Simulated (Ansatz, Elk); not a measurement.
# Fe2Co3O2: X-ray structure factors from the self-consistent density

The structure of Fe2Co3O2 used here is made up (a known structure type with other elements) and was relaxed beforehand with PBEsol. The aim is the Fourier transform of its all-electron density, F(hkl), set beside the sum over free spherical atoms that refinements use.

Method: DFT, PBE, all-electron APW+lo, Dirac cores, scalar-relativistic bands, static density, ferromagnetic start, in Elk 11.2.3 (patched build).

The structure was built from a prototype and need not be the compound's stable phase.

**1. Set-up**

The structure is trigonal, space group R-3m (No. 166). Conventional cell: a = 4.953 Å, b = 4.953 Å, c = 10.932 Å, α = 90.00°, β = 90.00°, γ = 120.00°. Co has 2 O at 1.86 Å nearest. Nearest to Fe lie 2 O at 2.45 Å and 6 Co at 2.48 Å. Nearest to Fe lie 6 Co at 2.32 Å. O has 3 Co at 1.86 Å and 1 Fe at 2.45 Å nearest. Farther neighbours and most contacts between anions are not listed.

As a file:

```cif
data_structure
_symmetry_space_group_name_H-M 'P 1'
_symmetry_Int_Tables_number 1
_cell_length_a 4.6321
_cell_length_b 4.6321
_cell_length_c 4.6321
_cell_angle_alpha 64.634
_cell_angle_beta 64.634
_cell_angle_gamma 64.634
_cell_volume 77.41
loop_
_atom_site_label
_atom_site_type_symbol
_atom_site_fract_x
_atom_site_fract_y
_atom_site_fract_z
_atom_site_occupancy
Co1 Co 0.50000 0.00000 0.00000 1
Co2 Co 0.00000 0.50000 0.00000 1
Co3 Co 0.00000 0.00000 0.50000 1
Fe4 Fe 0.50000 0.50000 0.50000 1
Fe5 Fe 0.00000 0.00000 0.00000 1
O6 O 0.27551 0.27551 0.27551 1
O7 O 0.72449 0.72449 0.72449 1
```

**2. Ground state and structure factors**

An all-electron density is needed, since X-rays see the cores too. Task 0 finds the density and task 195 Fourier-transforms it; tshift is off so that phases refer to the origin typed.

elk.in

```
tasks
  0
  195
  196

xctype
  20

spinpol
  .true.

rgkmax
  7.0

gmaxvr
  14.0

lmaxo
  7

lmaxapw
  8

swidth
  0.002

tshift
  .false.

ramdisk
  .false.

hmaxvr
  5.5

maxscl
  120

epspot
  1e-06

reducebf
  0.8

sppath
  './'

avec
  4.67954952369 2.70173917750 6.88644424600
  -4.67954952369 2.70173917750 6.88644424600
  0.00000000000 -5.40347835407 6.88644424637

atoms
  3
  'Co.in'
  3
  0.5000000000 -0.0000000000 0.0000000000   0.000000 0.000000 -0.045000
  -0.0000000000 0.5000000000 0.0000000000   0.000000 0.000000 -0.045000
  0.0000000000 0.0000000000 0.5000000000   0.000000 0.000000 -0.045000
  'Fe.in'
  2
  0.5000000000 0.5000000000 0.5000000000   0.000000 0.000000 -0.160000
  0.0000000000 0.0000000000 0.0000000000   0.000000 0.000000 -0.145000
  'O.in'
  2
  0.2755070287 0.2755070287 0.2755070287   0.000000 0.000000 0.000000
  0.7244929713 0.7244929713 0.7244929713   0.000000 0.000000 0.000000

ngridk
  5 5 5
```

Run with:

```
$ OMP_NUM_THREADS=4 elk
```

Numbers of over 12 decimals in the logs are rounded to 6 here.

What it wrote:

```text
┌─────────────────────────┐
│ Elk code version 11.2.3 │
└─────────────────────────┘

All units are atomic (Hartree, Bohr, etc.)

┌─────────────────────────────────────────────────┐
│ Ground-state run starting from atomic densities │
└─────────────────────────────────────────────────┘

Lattice vectors :
   4.679549524       2.701739177       6.886444246
  -4.679549524       2.701739177       6.886444246
   0.000000000      -5.403478354       6.886444246

Reciprocal lattice vectors :
  0.6713451023      0.3876012755      0.3041330224
 -0.6713451023      0.3876012755      0.3041330224
 -0.1920174410E-16 -0.7752025510      0.3041330225

Unit cell volume      :    522.3886763
Brillouin zone volume :   0.4748384195

Muffin-tin inner radius fraction :   0.1000000000E-01

Nuclei treated as point charges

Species : 1 (Co)
 parameters loaded from : Co.in
 name : cobalt
 nuclear charge    :   -27.00000000
 electronic charge :    27.00000000
 atomic mass :    107428.6517
 muffin-tin radius :    1.955898715
 number of radial points in muffin-tin :    993
 inner part over the whole radius :   0.9977381799E-02
 number on inner part of muffin-tin    :    697
 approximate nuclear radius :   0.7243775530E-04
 number of mesh points to nuclear radius :    337
 atomic positions (lattice), magnetic fields (Cartesian) :
  1 :   0.50000000  0.00000000  0.00000000    0.00000000  0.00000000 -0.04500000
  2 :   0.00000000  0.50000000  0.00000000    0.00000000  0.00000000 -0.04500000
  3 :   0.00000000  0.00000000  0.50000000    0.00000000  0.00000000 -0.04500000

Species : 2 (Fe)
 parameters loaded from : Fe.in
 name : iron
 nuclear charge    :   -26.00000000
 electronic charge :    26.00000000
 atomic mass :    101799.2075
 muffin-tin radius :    2.370763617
 number of radial points in muffin-tin :    993
 inner part over the whole radius :   0.9932125183E-02
 number on inner part of muffin-tin    :    700
 approximate nuclear radius :   0.7160107270E-04
 number of mesh points to nuclear radius :    332
 atomic positions (lattice), magnetic fields (Cartesian) :
  1 :   0.50000000  0.50000000  0.50000000    0.00000000  0.00000000 -0.16000000
  2 :   0.00000000  0.00000000  0.00000000    0.00000000  0.00000000 -0.14500000

Species : 3 (O)
 parameters loaded from : O.in
 name : oxygen
 nuclear charge    :   -8.000000000
 electronic charge :    8.000000000
 atomic mass :    29165.12205
 muffin-tin radius :    1.485014221
 number of radial points in muffin-tin :    593
 inner part over the whole radius :   0.9823355986E-02
 number on inner part of muffin-tin    :    405
 approximate nuclear radius :   0.5115538663E-04
 number of mesh points to nuclear radius :    175
 atomic positions (lattice), magnetic fields (Cartesian) :
  1 :   0.27550703  0.27550703  0.27550703    0.00000000  0.00000000  0.00000000
  2 :  -0.27550703 -0.27550703 -0.27550703    0.00000000  0.00000000  0.00000000

Total number of atoms per unit cell :    7
Total muffin-tin volume :    233.0921873
 ratio of muffin-tin to unit cell volume :   0.4462045176

Spin treatment :
 spin-polarised
 global magnetic field (Cartesian) :    0.000000000       0.000000000       0.000000000
 collinear magnetisation in z-direction

Number of Bravais lattice symmetries :   12
Number of crystal symmetries         :   12
Crystal has inversion symmetry
Real symmetric eigensolver will be used

k-point grid :      5     5     5
k-point offset :    0.000000000       0.000000000       0.000000000
k-point set is reduced with full crystal symmetry group
Total number of k-points :       19

Muffin-tin radius times maximum |G+k| :    7.000000000
 using average radius
Maximum |G+k| for APW functions       :    3.608446227
Maximum (1/2)|G+k|²                   :    6.510442086
Maximum |G| for potential and density :    14.00000000
Constant for pseudocharge density :    8
 order of it for each species :   15  15  15
 order of it for pair densities of each species (exact exchange by exxq0 0: 16) :   10  14   4
[...]
Absolute change in total energy (target)   :   0.9218124593     (  0.1000000000E-03)

[... loops 3 to 34 left out ...]

┌──────────────────┐
│ Loop number : 35 │
└──────────────────┘

Energies :
 Fermi                       :     0.289723
 sum of occupied eigenvalues :     -3961.9835012095
 electron kinetic            :      6973.0270350482
 core electron kinetic       :      6253.4560879138
 Coulomb                     :     -13541.323818703
 Coulomb potential           :     -10535.167938871
 nuclear-nuclear             :     -1115.2566328829
 electron-nuclear            :     -14355.502572209
 Hartree                     :      1929.4353863886
 Madelung                    :     -8273.7398492675
 xc potential                :     -399.42885978357
 xc effective B-field        :    -0.413737
 external B-field            :      0.000000
 exchange                    :     -301.29102556112
 correlation                 :     -6.769400
 electron entropic           :    -0.13632040422404E-02
 total energy                :     -6876.3585719239
 (external B-field energy excluded from total)

Density of states at Fermi energy :    92.69038217
 (states/Hartree/unit cell)

Estimated indirect band gap :   0.9078326474E-03
 from k-point 2 to k-point 3
Estimated direct band gap   :   0.1888502166E-02
 at k-point 1

Charges :
 core                        :    60.00000000
 valence                     :    89.00000000
 interstitial                :    10.01198631
 muffin-tins (core leakage)
  species : 1 (Co)
[...]
species : 2 (Fe)
[...]
species : 3 (O)
[...]
total in muffin-tins        :    138.9880137
 total calculated charge     :    148.9859138
 total charge                :    149.0000000
 error                       :   0.1408617246E-01

Moments :
 interstitial                :  -0.2341451247E-01
 muffin-tins
  species : 1 (Co)
[...]
species : 2 (Fe)
[...]
species : 3 (O)
[...]
total in muffin-tins        :   0.2530387163
 total moment                :   0.2296242038

RMS change in Kohn-Sham potential (target) :   0.3467827031E-06 (  0.1000000000E-05)
Absolute change in total energy (target)   :   0.1096435699E-04 (  0.1000000000E-03)

Convergence targets achieved

┌──────────────────┐
│ Loop number : 36 │
└──────────────────┘

Energies :
 Fermi                       :     0.289724
 sum of occupied eigenvalues :     -3961.9835104930
 electron kinetic            :      6973.0270378181
 core electron kinetic       :      6253.4560819432
 Coulomb                     :     -13541.323831693
 Coulomb potential           :     -10535.167928929
 nuclear-nuclear             :     -1115.2566328829
 electron-nuclear            :     -14355.502607997
 Hartree                     :      1929.4354091866
 Madelung                    :     -8273.7398672284
 xc potential                :     -399.42888232344
 xc effective B-field        :    -0.413737
 external B-field            :      0.000000
 exchange                    :     -301.29102613683
 correlation                 :     -6.769400
 electron entropic           :    -0.13632096535035E-02
 total energy                :     -6876.3585827770
 (external B-field energy excluded from total)

Density of states at Fermi energy :    92.69054298
 (states/Hartree/unit cell)

Estimated indirect band gap :   0.9078230697E-03
 from k-point 2 to k-point 3
Estimated direct band gap   :   0.1888810752E-02
 at k-point 1

Charges :
 core                        :    60.00000000
 valence                     :    89.00000000
 interstitial                :    10.01198618
 muffin-tins (core leakage)
  species : 1 (Co)
[...]
species : 2 (Fe)
[...]
atom 2                    :    25.04375020     ( -0.2251037436E-06)
  species : 3 (O)
   atom 1                    :    6.735496488     (  0.1828189338E-06)
   atom 2                    :    6.735496488     (  0.1828189338E-06)
 total in muffin-tins        :    138.9880138
 total calculated charge     :    148.9859138
 total charge                :    149.0000000
 error                       :   0.1408617118E-01

Moments :
 interstitial                :  -0.2341135276E-01
 muffin-tins
  species : 1 (Co)
[...]
species : 2 (Fe)
[...]
atom 2                    :    3.054767518
  species : 3 (O)
   atom 1                    :  -0.2126720400E-02
   atom 2                    :  -0.2126720400E-02
 total in muffin-tins        :   0.2530223296
 total moment                :   0.2296109768

┌──────────────────────────────┐
│ Self-consistent loop stopped │
└──────────────────────────────┘

Warning : core states of species 1 leak from the muffin-tin :   0.4502089369E-02

Wrote STATE.OUT
```

The job ended after 9.6 min (4 threads of Arm Neoverse V2, shared host; peak memory 0.58 GiB).

SFACRHO.OUT:

```text

h k l indices transformed by vhmat matrix:
   1.000000000       0.000000000       0.000000000    
   0.000000000       1.000000000       0.000000000    
   0.000000000       0.000000000       1.000000000    

      h      k      l  multipl.   |H|            Re(F)            Im(F)           |F|

      0      0      0      1   0.0000000       149.00000     -0.61757457E-17   149.00000    
     -1      0      0      6  0.83272798       21.892891     -0.67964993E-14   21.892891    
     -1     -1     -1      2  0.91239907      -64.525595     -0.20389498E-13   64.525595    
      1      0      1      6  0.98535607       8.2912760      0.88354490E-14   8.2912760    
      1     -1      0      6   1.3426902       30.206938      0.74440160E-15   30.206938    
      1      2      1      6   1.4425288       26.925642      0.90619990E-15   26.925642    
      1     -1      1      6   1.5799534      -60.654490      0.13592999E-13   60.654490    
      0      2      1     12   1.6233573       24.271002     -0.35341796E-13   24.271002    
      0      0     -2      6   1.6654560       84.883921      0.19256748E-13   84.883921    
     -1     -2     -2      6   1.7068572       11.652718     -0.39419696E-13   11.652718    
      2      2      2      2   1.8247981       85.076037     -0.33529396E-13   85.076037    
      0      2      2      6   1.9707121       93.335021      0.95150990E-14   93.335021    
     -2      0      1     12   2.0734198       15.947003      0.17670898E-13   15.947003    
     -2     -1      1     12   2.1392897       7.7618130     -0.88354490E-14   7.7618130    
      1      1      3      6   2.1716764      -55.662173      0.43497595E-13   55.662173    
      2      3      1     12   2.2655474       10.518329     -0.24467397E-13   10.518329    
     -2     -2     -3      6   2.2656758       22.642965      0.59356093E-13   22.642965    
     -1      2     -1      6   2.3256077       21.468628      0.15615355E-13   21.468628
```

Elk indexes on the primitive cell of elk.in and gives |H| = 4π sin θ/λ in inverse bohr. Below, one row stands for each form hkl of the conventional cell (m members, Friedel mates merged), F is for one primitive cell and the density is static (no thermal factor). Free-atom factors are Waasmaier and Kirfel's, and R is Σm||F|−|F'||/Σm|F|.

```tsv
hkl	m	sin θ/λ (Å⁻¹)	abs F, DFT	neutral atoms	diff.
101	6	0.125	21.893	21.620	+0.273
003	2	0.137	64.526	63.921	+0.605
012	6	0.148	8.291	8.478	-0.187
110	6	0.202	30.207	30.120	+0.087
104	6	0.217	26.926	26.993	-0.067
021	6	0.238	60.654	60.978	-0.324
113	12	0.244	24.271	24.103	+0.168
202	6	0.251	84.884	85.644	-0.761
015	6	0.257	11.653	12.386	-0.733
006	2	0.274	85.076	85.688	-0.612
024	6	0.296	93.335	93.832	-0.497
211	12	0.312	15.947	16.073	-0.126
122	12	0.322	7.762	7.887	-0.125
205	6	0.327	55.662	55.978	-0.316
116	12	0.341	10.518	10.467	+0.051
107	6	0.341	22.643	22.893	-0.250
300	6	0.350	21.469	21.307	+0.161
214	12	0.359	19.636	19.525	+0.111
303	6	0.376	18.358	18.363	-0.005
033	6	0.376	18.122	18.363	-0.241
125	12	0.384	10.623	10.617	+0.007
018	6	0.384	15.296	15.194	+0.102
```

**3. The highest occupied states alone**

An energy window below the Fermi level keeps the highest occupied states, to see at which angles they scatter; shallow core shells can lie inside it and anion s states outside. No new self-consistency is needed.

elk.in: that of step 2 with these lines changed.

```diff
@@ -1,5 +1,3 @@
 tasks
-  0
   195
-  196
 
@@ -44,2 +42,5 @@
 
+wsfac
+  -0.261520 0.589720
+
 sppath
```

Run with:

```
$ OMP_NUM_THREADS=4 elk
```

What it wrote:

```text
┌─────────────────────────────────┐
│ Elk code version 11.2.3 started │
└─────────────────────────────────┘

Info(readinput): the functional depends on the density's gradient
 muffin-tin radial points multiplied by    2.00000
 (not where nrmtscf is given)

┌────────────────────┐
│ Current task : 195 │
└────────────────────┘
Info(checkmt): changed muffin-tin radius of species 1 (Co) from   2.4000 to   1.9559
Info(checkmt): changed muffin-tin radius of species 2 (Fe) from   2.4000 to   2.3708
Info(checkmt): changed muffin-tin radius of species 3 (O) from   1.8000 to   1.4850

Info(sfacrho): density structure factors written to SFACRHO.OUT

 Energy window :  -0.2615200000      0.5897200000

┌──────────────────┐
│ Elk code stopped │
└──────────────────┘
```

Elapsed: 11 s, on 4 threads; peak memory 0.31 GiB.

States within 15 eV below the Fermi level hold 51.00 electrons; any levels below the window count with the cores. Their amplitudes can exceed the total, where window and core parts have opposite phase:

```tsv
hkl	sin θ/λ (Å⁻¹)	abs F, window	abs F, all
101	0.125	5.595	21.893
003	0.137	15.922	64.526
012	0.148	1.803	8.291
110	0.202	8.018	30.207
104	0.217	6.186	26.926
021	0.238	12.978	60.654
113	0.244	6.383	24.271
202	0.251	13.931	84.884
015	0.257	0.063	11.653
006	0.274	14.344	85.076
```

**4. Another functional**

The difference from free atoms is small, so it is set against the change that PBEsol makes.

elk.in: that of step 3 with these lines changed.

```diff
@@ -1,6 +1,8 @@
 tasks
+  0
   195
+  196
 
 xctype
-  20
+  22
 
@@ -42,5 +44,2 @@
 
-wsfac
-  -0.261520 0.589720
-
 sppath
```

Run with:

```
$ OMP_NUM_THREADS=4 elk
```

What it wrote:

```text
┌─────────────────────────┐
│ Elk code version 11.2.3 │
└─────────────────────────┘

All units are atomic (Hartree, Bohr, etc.)

┌─────────────────────────────────────────────────┐
│ Ground-state run starting from atomic densities │
└─────────────────────────────────────────────────┘

Lattice vectors :
   4.679549524       2.701739177       6.886444246
  -4.679549524       2.701739177       6.886444246
   0.000000000      -5.403478354       6.886444246

Reciprocal lattice vectors :
  0.6713451023      0.3876012755      0.3041330224
[...]
error                       :   0.1431768066E-01

Moments :
 interstitial                :  -0.2147832579E-01
 muffin-tins
  species : 1 (Co)
[...]
species : 2 (Fe)
[...]
species : 3 (O)
   atom 1                    :  -0.3425429069E-02
   atom 2                    :  -0.3425429069E-02
 total in muffin-tins        :   0.2362692677
 total moment                :   0.2147909419

┌──────────────────────────────┐
│ Self-consistent loop stopped │
└──────────────────────────────┘

Warning : core states of species 1 leak from the muffin-tin :   0.4586437520E-02

Wrote STATE.OUT
[key lines of the parts left out:]
total energy                :     -6869.8931650785
```

It took 8.3 min on 4 threads; peak memory 0.58 GiB.

Against the first run R = 0.04 %; the largest change is -0.073 at 024.

**5. A coarser k-mesh**

About half the k-points along each axis test the sampling.

elk.in: that of step 4 with these lines changed.

```diff
@@ -6,3 +6,3 @@
 xctype
-  22
+  20
 
@@ -69,2 +69,2 @@
 ngridk
-  5 5 5
+  2 2 2
```

Run with:

```
$ OMP_NUM_THREADS=4 elk
```

What it wrote:

```text
┌─────────────────────────┐
│ Elk code version 11.2.3 │
└─────────────────────────┘

All units are atomic (Hartree, Bohr, etc.)

┌─────────────────────────────────────────────────┐
│ Ground-state run starting from atomic densities │
└─────────────────────────────────────────────────┘

Lattice vectors :
   4.679549524       2.701739177       6.886444246
  -4.679549524       2.701739177       6.886444246
   0.000000000      -5.403478354       6.886444246

Reciprocal lattice vectors :
  0.6713451023      0.3876012755      0.3041330224
[...]
error                       :   0.1392941916E-01

Moments :
 interstitial                :   0.7430005214E-01
 muffin-tins
  species : 1 (Co)
[...]
species : 2 (Fe)
[...]
species : 3 (O)
   atom 1                    :   0.2127651912E-02
   atom 2                    :   0.2127651912E-02
 total in muffin-tins        :   -1.212887417
 total moment                :   -1.138587365

┌──────────────────────────────┐
│ Self-consistent loop stopped │
└──────────────────────────────┘

Warning : core states of species 1 leak from the muffin-tin :   0.4497638488E-02

Wrote STATE.OUT
[key lines of the parts left out:]
total energy                :     -6876.3709718285
```

Wall time 4 min (4 threads); peak memory 0.59 GiB.

Against the first run R = 0.10 %; the largest change is +0.054 at 110.

**6. Settings against the effect**

```tsv
run	R against the first run (%)	R against neutral atoms, low angle (%)	wall time
PBE, rgkmax 7	0.00	0.84	9.6 min
PBEsol	0.04	0.84	8.3 min
k-mesh 2×2×2	0.10	0.84	4 min
```

**7. Outcome**

```
R against neutral atoms, sin θ/λ < 0.3 Å⁻¹ : 0.84 %
R against neutral atoms, 0.3 to 0.81 Å⁻¹   : 0.56 %
```

In words: Independent neutral atoms miss the calculated amplitudes by R = 0.84 % below 0.3 Å⁻¹ and 0.56 % from there to 0.81 Å⁻¹; by shells, 1.28 % below 0.15 Å⁻¹ (3 forms), 0.78 % 0.15 to 0.3 (8 forms), 0.50 % 0.3 to 0.45 (21 forms), 0.57 % above 0.45 (117 forms). Bonding, aspherical density and the tables' own atoms all enter these figures, and the runs don't part them. The largest change of an amplitude is -0.76 electrons, at 202. The window's part falls from 51.0 electrons at the origin to at most 6.03 between 0.45 and 0.81 Å⁻¹, where compact states inside the window still scatter. Below 0.3 Å⁻¹ the changes that finished (PBEsol and k-mesh 2×2×2) move F by R = 0.08 % at most, against the 0.84 % that separates it from free atoms. The basis has no finished test. Part of the difference isn't bonding: the tables are fits to free atoms and ions calculated by other methods than this functional. Thermal motion, anomalous dispersion and extinction are left out.

[Logs are printed without paths, hosts, clocks, repeated set-up lines and the standing remarks that a program may print on its own settings, such as how far it seeks lower states.]

[Hosts, paths, dates, database ids (printed as entryN), source tags and the programs' standing remarks are cut or masked in the printed files.]
